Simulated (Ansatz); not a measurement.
## Work function of Fe(100): what the settings cost and change

Aim: the work function of Fe(100) across levels of theory at one geometry.

Calculated with Ansatz 0.2.0; plane-wave DFT, PBE, Ansatz PAW, in the first sound run; inputs show where later runs differ.

**What experiment says.**

“Anisotropic work function of elemental crystals” (2019, arxiv:1902.07811) quotes from earlier work for Fe (clean (100) face, a compiled value): work function (clean (100) face, a compiled value) 4.75 eV.

Most raw output is cut from this account.

### 1. The structure

The cell holds 7 atoms: 7 Fe. Cell: a = 2.870 Å, b = 2.870 Å, c = 26.610 Å, α = 90.0°, β = 90.0°, γ = 90.0°. Vacuum lies along c.

### 2. Run, setting PBE, Ansatz PAW (420 eV)

A work function rests on the faint tail of the density, so the SCF threshold is tight. PBE on the default files comes first; the next runs keep the geometry and change functional or files, each at the cutoff that its files recommend; a relaxation and, for heavy metals, spin-orbit coupling close the ladder.

input.yaml reads:

```yaml
crystal:
  lattice:
    - [2.87, 0.0, 0.0]
    - [0.0, 2.87, 0.0]
    - [0.0, 0.0, 26.61]
  atoms:
    - { symbol: Fe, position: [0.0, 0.0, 0.3382187148], spin: 2.5 }
    - { symbol: Fe, position: [0.5, 0.5, 0.3921458098], spin: 2.5 }
    - { symbol: Fe, position: [0.0, 0.0, 0.4460729049], spin: 2.5 }
    - { symbol: Fe, position: [0.5, 0.5, 0.5], spin: 2.5 }
    - { symbol: Fe, position: [0.0, 0.0, 0.5539270951], spin: 2.5 }
    - { symbol: Fe, position: [0.5, 0.5, 0.6078541902], spin: 2.5 }
    - { symbol: Fe, position: [0.0, 0.0, 0.6617812852], spin: 2.5 }
magnetization:
  spin_polarized: true
kpoints:
  mp_grid: { grid: [14, 14, 1] }
hamiltonian:
  xc: pbe
scf:
  occupations: { method: fermi_dirac, width: 0.1 }
  convergence: { dr2_threshold: 1.0e-09 }
efield:
  axis: 3
  dipole_correction: true
  ramp_position: 0.97
  ramp_width: 0.06
output:
  write_potential: true
  write_density: true
  volumetric_format: npy
  elf: true
```

On the command line:

```
ansatz run input.yaml --threads 4 --pin off --max-ram 6144MiB --backend cpu --events-out ev --progress --plain --runs-dir out
```

Wall time 2.4 min (4 threads of Arm Neoverse N1, shared host); peak memory 1.5 GiB; 8.6 min of CPU time.

This step gave:

| Item | Value |
| --- | --- |
| energy at zero smearing | -31360.7236 eV |
| total moment | 17.93 μB |
| site moments | 2.974, 2.400, 2.431, 2.321, 2.431, 2.400, 2.974 μB |
| work function, upper face | 3.857 eV |

Running mean over 1.435 Å of the planar mean; the ramp of the sawtooth is left out. The electron's electrostatic potential energy less the Fermi level by z:

| z (Å) | electron's electrostatic potential energy less the Fermi level (eV) |
| --- | --- |
| 3.5 | 3.86 |
| 4.0 | 3.86 |
| 4.5 | 3.86 |
| 5.0 | 3.85 |
| 5.5 | 3.84 |
| 6.0 | 3.82 |
| 6.5 | 3.73 |
| 7.0 | 3.43 |
| 7.5 | 2.43 |
| 8.0 | -0.859 |
| 8.5 | -5.83 |
| 9.0 | -9.02 |
| 9.5 | -9.59 |
| 10.0 | -9.58 |
| 10.5 | -9.53 |
| 11.0 | -9.50 |
| 11.5 | -9.47 |
| 12.0 | -9.45 |
| 12.5 | -9.42 |
| 13.0 | -9.40 |
| 13.5 | -9.40 |
| 14.0 | -9.42 |
| 14.5 | -9.44 |
| 15.0 | -9.47 |
| 15.5 | -9.49 |
| 16.0 | -9.52 |
| 16.5 | -9.56 |
| 17.0 | -9.60 |
| 17.5 | -9.28 |
| 18.0 | -6.80 |
| 18.5 | -1.93 |
| 19.0 | 1.96 |
| 19.5 | 3.31 |
| 20.0 | 3.69 |
| 20.5 | 3.80 |
| 21.0 | 3.84 |
| 21.5 | 3.85 |
| 22.0 | 3.86 |
| 22.5 | 3.86 |
| 23.0 | 3.86 |
| 23.5 | 3.86 |

Site moment by atom:

| atom | site moment (μB) |
| --- | --- |
| Fe1 | 2.97 |
| Fe2 | 2.40 |
| Fe3 | 2.43 |
| Fe4 | 2.32 |
| Fe5 | 2.43 |
| Fe6 | 2.40 |
| Fe7 | 2.97 |

Spin density in the ca plane at fractional y = 0.000, with atoms of Fe within 0.2 Å of it.

Ten even steps from '0' (0.0 e/Å³) to '9' (5.6 e/Å³), each cell a mean:
```
00000156200001551000015410000265100000000000
00000011000000110000001100000011000000000000
00000000000000000000000000000000000000000000
00000000000000000000000000000000000000000000
00000000000000000000000000000000000000000000
00000000000000000000000000000000000000000000
00000133100000220000003200000133000000000000
00000289300002782000028720000398200000000000
```
Columns run along c (16.0 Å, from fractional 0.25 to 0.85 of the cell), rows up along a (2.9 Å). Atoms in or near the plane, at fractional coordinates: Fe at (0.34, 0.00), Fe at (0.45, 0.00), Fe at (0.55, 0.00), Fe at (0.66, 0.00).

ELF in the ca plane at fractional y = 0.000, with atoms of Fe within 0.2 Å of it. It is the smooth field of the valence electrons, not physical close to the nuclei.

Ten even steps from '0' (0.00) to '9' (0.82), each cell a mean:
```
01112588523325885233258842332588521110000000
01111244224422442244224422442244211110000000
01122112244432222444322223444221122110000000
01122234444444334444443344444433222110000000
01122223444443223444432234444322222110000000
01111122234432222344322223443222111110000000
01111466423324663233246632332466411110000000
01112699623325995233259952332699521110000000
```
Columns run along c (16.0 Å, from fractional 0.25 to 0.85 of the cell), rows up along a (2.9 Å). Atoms in or near the plane, at fractional coordinates: Fe at (0.34, 0.00), Fe at (0.45, 0.00), Fe at (0.55, 0.00), Fe at (0.66, 0.00).

Electrostatic potential energy in the ca plane at fractional y = 0.000, with atoms of Fe within 0.2 Å of it. With pseudopotentials it is smooth inside the atoms' cores, unlike the true potential.

Values in eV, 5 rows by 16 columns, each cell a mean:
```
  8  -3 -43  -7  -6 -42  -3 -11 -41   1 -16 -39   2   8   8   8
  8   5  -5   4   4  -4   5   4  -4   5   2  -4   6   8   8   8
  8   7   4   6   6   5   6   6   5   6   6   5   7   8   8   8
  8   3 -17   1   2 -16   3   0 -16   4  -3 -15   5   8   8   8
  7  -6 -48 -10  -9 -48  -5 -15 -47  -1 -21 -44   1   8   8   8
```
Columns run along c (16.0 Å, from fractional 0.25 to 0.85 of the cell; values clipped at the 3rd and 97th percentile), rows up along a (2.9 Å). Atoms in or near the plane, at fractional coordinates: Fe at (0.34, 0.00), Fe at (0.45, 0.00), Fe at (0.55, 0.00), Fe at (0.66, 0.00).

The work function is 3.857 eV.

### 3. Slab

This step: plane-wave DFT, LDA, Ansatz PAW (Ansatz 0.2.0).

input.yaml: that of step 2 with these lines changed.

```diff
@@ -18,3 +18,3 @@
 hamiltonian:
-  xc: pbe
+  xc: lda
 scf:
@@ -31,2 +31 @@
   volumetric_format: npy
-  elf: true
```

Run time: 2.9 min. Hardware: 4 threads; peak memory 1.5 GiB.

The work function is 4.247 eV, +0.389 eV from the run “PBE, Ansatz PAW (420 eV)”, at 1.2 times its CPU time.

### 4. Run

This step: plane-wave DFT, PBEsol, Ansatz PAW (Ansatz 0.2.0).

input.yaml: that of step 3 with these lines changed.

```diff
@@ -18,3 +18,3 @@
 hamiltonian:
-  xc: lda
+  xc: pbesol
 scf:
```

Wall time 2.5 min (4 threads); peak memory 1.5 GiB.

The work function is 3.944 eV, +0.087 eV from the run “PBE, Ansatz PAW (420 eV)”, at 1.0 times its CPU time.

### 5. Slab

This step: plane-wave DFT, RPBE, Ansatz PAW (Ansatz 0.2.0).

input.yaml: that of step 4 with these lines changed.

```diff
@@ -18,3 +18,3 @@
 hamiltonian:
-  xc: pbesol
+  xc: rpbe
 scf:
```

Wall time 2.4 min (4 threads); peak memory 1.5 GiB; 9 min of CPU time.

The work function is 3.682 eV, -0.175 eV from the run “PBE, Ansatz PAW (420 eV)”, at 1.0 times its CPU time.

### 6. Slab

This step: plane-wave DFT, r2SCAN, Ansatz PAW (Ansatz 0.2.0).

input.yaml: that of step 5 with these lines changed.

```diff
@@ -18,3 +18,3 @@
 hamiltonian:
-  xc: rpbe
+  xc: r2scan
 scf:
```

Run time: 7.9 min. Hardware: 4 threads; peak memory 2.1 GiB; 27 min of CPU time.

The work function is 3.769 eV, -0.089 eV from the run “PBE, Ansatz PAW (420 eV)”, at 3.2 times its CPU time.

### 7. Run

This step: plane-wave DFT, PBE, JTH PAW (Ansatz 0.2.0).

input.yaml: that of step 6 with these lines changed.

```diff
@@ -18,3 +18,4 @@
 hamiltonian:
-  xc: r2scan
+  xc: pbe
+  pseudopotentials: { kind: paw, source: jth }
 scf:
```

It took 13 min on 4 threads; peak memory 4.8 GiB; 43 min of CPU time.

The work function is 3.858 eV, +0.000 eV from the run “PBE, Ansatz PAW (420 eV)”, at 5.0 times its CPU time.

### 8. Slab

This step: plane-wave DFT, PBE, norm-conserving (Ansatz 0.2.0).

input.yaml: that of step 7 with these lines changed.

```diff
@@ -19,3 +19,3 @@
   xc: pbe
-  pseudopotentials: { kind: paw, source: jth }
+  pseudopotentials: { kind: nc }
 scf:
```

Run time: 14 min. Hardware: 4 threads; peak memory 5.4 GiB.

The work function is 3.857 eV, -0.000 eV from the run “PBE, Ansatz PAW (420 eV)”, at 6.0 times its CPU time.

### 9. Slab

This step: plane-wave DFT, LDA, norm-conserving (Ansatz 0.2.0).

input.yaml: that of step 8 with these lines changed.

```diff
@@ -18,3 +18,3 @@
 hamiltonian:
-  xc: pbe
+  xc: lda
   pseudopotentials: { kind: nc }
```

The job ended after 11 min (4 threads; peak memory 5.4 GiB).

The work function is 4.219 eV, +0.362 eV from the run “PBE, Ansatz PAW (420 eV)”, at 4.9 times its CPU time.

### 10. Run, setting PBE, all layers relaxed

This step: plane-wave DFT, PBE, Ansatz PAW (Ansatz 0.2.0).

input.yaml: that of step 9 with these lines changed.

```diff
@@ -18,4 +18,3 @@
 hamiltonian:
-  xc: lda
-  pseudopotentials: { kind: nc }
+  xc: pbe
 scf:
@@ -28,2 +27,5 @@
   ramp_width: 0.06
+relax:
+  f_tol: 0.01
+  max_steps: 40
 output:
```

The job ended after 6 min (4 threads; peak memory 1.2 GiB; 23 min of CPU time).

The relaxation took 4 steps and lowered the energy by 0.051 eV; the largest force on the free atoms ends at 0.0011 eV/Å.

The work function is 3.881 eV, +0.023 eV from the run “PBE, Ansatz PAW (420 eV)”, at 2.7 times its CPU time.

### 11. The series together

Times are for 4 threads of Arm Neoverse N1, shared host. The runs compared:

| no. | setting | work function, upper face (eV) | time | memory (GiB) |
| --- | --- | --- | --- | --- |
| 1 | PBE, Ansatz PAW (420 eV) | 3.857 | 2.4 min | 1.5 |
| 2 | LDA, Ansatz PAW (420 eV) | 4.247 | 2.9 min | 1.5 |
| 3 | PBEsol, Ansatz PAW (420 eV) | 3.944 | 2.5 min | 1.5 |
| 4 | RPBE, Ansatz PAW (420 eV) | 3.682 | 2.4 min | 1.5 |
| 5 | r2SCAN, Ansatz PAW (500 eV) | 3.769 | 7.9 min | 2.1 |
| 6 | PBE, JTH PAW (1320 eV) | 3.858 | 13 min | 4.8 |
| 7 | PBE, norm-conserving (1225 eV) | 3.857 | 14 min | 5.4 |
| 8 | LDA, norm-conserving (1225 eV) | 4.219 | 11 min | 5.4 |
| 9 | PBE, all layers relaxed | 3.881 | 6 min | 1.2 |

### 12. A changed input

This step: plane-wave DFT, PBE, Ansatz PAW, but for the change named below (Ansatz 0.2.0).

An input spoilt on purpose, to show how the run answers: it repeats the earlier run “PBE, Ansatz PAW (420 eV)” with magnetization from spin_polarized: true removed and crystal.atoms[0].spin to 2.0, and scf.max_iter set to 100; its output block differs too.

input.yaml, the sections that differ from step 10:

```yaml
crystal:
  lattice:
    - [2.87, 0.0, 0.0]
    - [0.0, 2.87, 0.0]
    - [0.0, 0.0, 26.61]
  atoms:
    - { symbol: Fe, position: [0.0, 0.0, 0.3382187148], spin: 2.0 }
    - { symbol: Fe, position: [0.5, 0.5, 0.3921458098], spin: 2.5 }
    - { symbol: Fe, position: [0.0, 0.0, 0.4460729049], spin: 2.5 }
    - { symbol: Fe, position: [0.5, 0.5, 0.5], spin: 2.5 }
    - { symbol: Fe, position: [0.0, 0.0, 0.5539270951], spin: 2.5 }
    - { symbol: Fe, position: [0.5, 0.5, 0.6078541902], spin: 2.5 }
    - { symbol: Fe, position: [0.0, 0.0, 0.6617812852], spin: 2.5 }
scf:
  occupations: { method: fermi_dirac, width: 0.1 }
  convergence: { dr2_threshold: 1.0e-09 }
  max_iter: 100
# kpoints, hamiltonian, efield, output: as in step 10
# magnetization: removed
# relax: removed
```

Run time: 0.02 s. Hardware: 4 threads; peak memory 0.1 GiB.

The input was rejected at the start.

The program's message: “Error: inconsistent input (magnetization.spin_polarized): false but per-atom `spin:`, `per_species`, `initial_magnetization`, `magnetic_field`, or `spin_locking` is set”

The fault put into the input: a moment without spin polarisation.

### 13. Outcome

```
work function, PBE, Ansatz PAW (420 eV)    : 3.857 eV
work function, LDA, Ansatz PAW (420 eV)    : 4.247 eV
work function, RPBE, Ansatz PAW (420 eV)   : 3.682 eV
work function, r2SCAN, Ansatz PAW (500 eV) : 3.769 eV
work function, PBE, all layers relaxed     : 3.881 eV
```

What this shows: PBE on the default files gives 3.86 eV, and the settings tried spread the value from 3.68 to 4.25 eV. At one geometry LDA lies 0.39 eV above PBE. The choice of pseudopotentials moves the PBE value by 0.001 eV. Relaxing the layers changes it by +0.023 eV. The ladder's slabs use the tabulated experimental lattice constant (two decimals; a low-temperature value for the alkali metals). The magnetic order is the one reached from the typed start; other orders were not compared.

Comparison with the measured values:

| quantity | measured | PBE, Ansatz PAW (420 eV) | LDA, Ansatz PAW (420 eV) | PBEsol, Ansatz PAW (420 eV) | RPBE, Ansatz PAW (420 eV) | r2SCAN, Ansatz PAW (500 eV) | LDA, norm-conserving (1225 eV) | PBE, all layers relaxed |
| --- | --- | --- | --- | --- | --- | --- | --- | --- |
| work function (clean (100) face, a compiled value) (eV) | 4.75 | 3.86 (-0.89 eV) | 4.25 (-0.50 eV) | 3.94 (-0.81 eV) | 3.68 (-1.07 eV) | 3.77 (-0.98 eV) | 4.22 (-0.53 eV) | 3.88 (-0.87 eV) |

Measured values from arxiv:1902.07811 (2019).

How well it matches: For the work function, of the levels listed nearest comes LDA, Ansatz PAW (420 eV) (-0.50 eV, a clear miss) and farthest RPBE, Ansatz PAW (420 eV) (-1.07 eV, a clear miss). The grades are ours: good and fair within 3 and 7 % for the work function.

[Logs are printed without paths, hosts, clocks, repeated set-up lines and the standing remarks that a program may print on its own settings, such as how far it seeks lower states.]

[Hosts, paths, dates, database ids (printed as entryN), source tags and the programs' standing remarks are cut or masked in the printed files.]

[Maps of the electrostatic potential energy from Ansatz leave out the sawtooth potential of an applied field or a dipole correction, so their vacuum need not be flat; planar profiles and work functions include it.]
